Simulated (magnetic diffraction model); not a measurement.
## Solving a magnetic structure from powder neutron data: Ce2FeSi2Pt

Space group Imm2 (no. 44), a = 4.0020 Å, b = 4.1210 Å, c = 14.4930 Å.

```
site  atom    x    y       z
  2a    Pt  1/2  1/2  0.0859
  2a    Ce  1/2  1/2  0.4937
  2b    Ce    0  1/2  0.2501
  2b    Fe  1/2    0  0.3342
  2a    Si    0    0  0.4095
  2b    Si  1/2    0  0.1741
```

The compound is invented for this exercise: a known structure type with other elements, its cell scaled to their sizes and not relaxed.

Only Ce is taken to order (form factors of Ce3+); orders and moment sizes are assumed, and not adapted to the symmetry. Radiation: neutrons of λ = 2.0775 Å, 3° to 65°; isotropic B of 0.17 Å² (Pt), 0.21 Å² (Ce), 0.3 Å² (Fe) and 0.28 Å² (Si). Simulated constant-wavelength pattern: nuclear and magnetic terms add, the magnetic one as |2.695 fm × Σ f S⊥ exp(2πi Q·r) exp(−B s²)|², summed over all Q at one angle with the factor 1/(sin²θ cos θ). For a modulated order the moment at position r is S exp(−2πi k·r) + c.c., with S = m/2 for a sine wave of amplitude m and S = m(u + iv)/2 for moments turning in a plane, u and v being orthogonal unit vectors in it; the phase factor of the sum at Q = H + k is then exp(2πi H·r). Free-ion form factors, Sears's scattering lengths of 1992, no absorption; a label names one of the reflections at its angle. The strongest nuclear line in the range is 100, and lines under 0.2 are left out.

Above the ordering temperature:

| 2θ (°) | index | I |
| --- | --- | --- |
| 16.48 | (0 0 2) | 0.2 |
| 30.38 | (0 1 1) | 19.4 |
| 31.24 | (1 0 1) | 18.8 |
| 33.32 | (0 0 4) | 6.5 |
| 38.70 | (0 1 3) | 14.1 |
| 39.40 | (1 0 3) | 11.8 |
| 45.81 | (1 1 2) | 100.0 |
| 51.97 | (0 1 5) | 42.7 |
| 52.52 | (1 0 5) | 33.1 |
| 54.98 | (1 1 4) | 0.4 |
| 60.55 | (0 2 0) | 35.2 |
| 62.55 | (2 0 0) | 33.5 |

Below it (cell unchanged):

| 2θ (°) | I |
| --- | --- |
| 16.48 | 0.2 |
| 19.28 | 2.8 |
| 21.59 | 3.6 |
| 30.38 | 19.4 |
| 31.24 | 18.8 |
| 32.04 | 3.2 |
| 32.04 | 0.6 |
| 33.32 | 6.5 |
| 35.61 | 2.9 |
| 38.70 | 14.1 |
| 39.40 | 11.8 |
| 40.05 | 1.5 |
| 41.39 | 1.0 |
| 45.81 | 100.0 |
| 48.09 | 0.5 |
| 49.56 | 1.4 |
| 50.70 | 1.3 |
| 51.97 | 42.7 |
| 52.52 | 33.1 |
| 53.05 | 0.3 |
| 54.22 | 1.0 |
| 54.98 | 0.4 |
| 59.76 | 0.3 |
| 60.55 | 35.2 |
| 60.77 | 0.8 |
| 62.03 | 1.1 |
| 62.55 | 33.5 |
| 64.17 | 1.4 |

**Question.** Find the propagation vector, then choose among these models:
A. moments turning in the plane of [001] and [100], 1.9 μB on Ce; signs + at (1/2, 1/2, 0.4937), − at (0, 1/2, 0.2501)
B. a sine wave with moments along [001] (amplitudes given), 1.9 μB on Ce; signs + at (1/2, 1/2, 0.4937), − at (0, 1/2, 0.2501)
C. moments turning in the plane of [100] and [010], 1.9 μB on Ce; signs + at (1/2, 1/2, 0.4937), − at (0, 1/2, 0.2501)
D. moments turning in the plane of [010] and [001], 1.9 μB on Ce; signs + at (1/2, 1/2, 0.4937), − at (0, 1/2, 0.2501)

The new lines index as (1/3 0 2) at 19.28°, (2/3 0 1) at 21.59°, (1/3 1 1) at 32.04° and (2/3 0 3) at 32.04°, that is as H ± k with k = (1/3 0 0). Satellites come in pairs about each point of the reciprocal lattice.

Magnetic intensity, observed (below minus above) and for each model:

| 2θ (°) | index | observed | A | B | C | D |
| --- | --- | --- | --- | --- | --- | --- |
| 19.28 | (1/3 0 2) | 2.8 | 10.4 | 2.8 | 18.0 | 13.1 |
| 21.59 | (2/3 0 1) | 3.6 | 4.3 | 3.6 | 4.9 | 7.9 |
| 32.04 | (1/3 1 1) | 3.2 | 6.3 | 3.2 | 3.7 | 3.8 |
| 32.04 | (2/3 0 3) | 0.6 | 1.6 | 0.6 | 2.5 | 2.2 |
| 35.61 | (2/3 1 0) | 2.9 | 4.8 | 2.9 | 2.9 | 3.8 |
| 40.05 | (1/3 1 3) | 1.5 | 3.8 | 1.5 | 3.4 | 2.6 |
| 49.56 | (2/3 1 4) | 1.4 | 3.7 | 1.4 | 4.0 | 3.2 |
| 52.04 | (1/3 0 6) | <0.2 | 1.2 | <0.2 | 2.4 | 1.2 |

Model B matches.

The structure used: k = (1/3 0 0), a sine wave with moments along [001] (amplitudes given), 1.9 μB on Ce; signs + at (1/2, 1/2, 0.4937), − at (0, 1/2, 0.2501).

[Logs are printed without paths, hosts, clocks, repeated set-up lines and the standing remarks that a program may print on its own settings, such as how far it seeks lower states.]
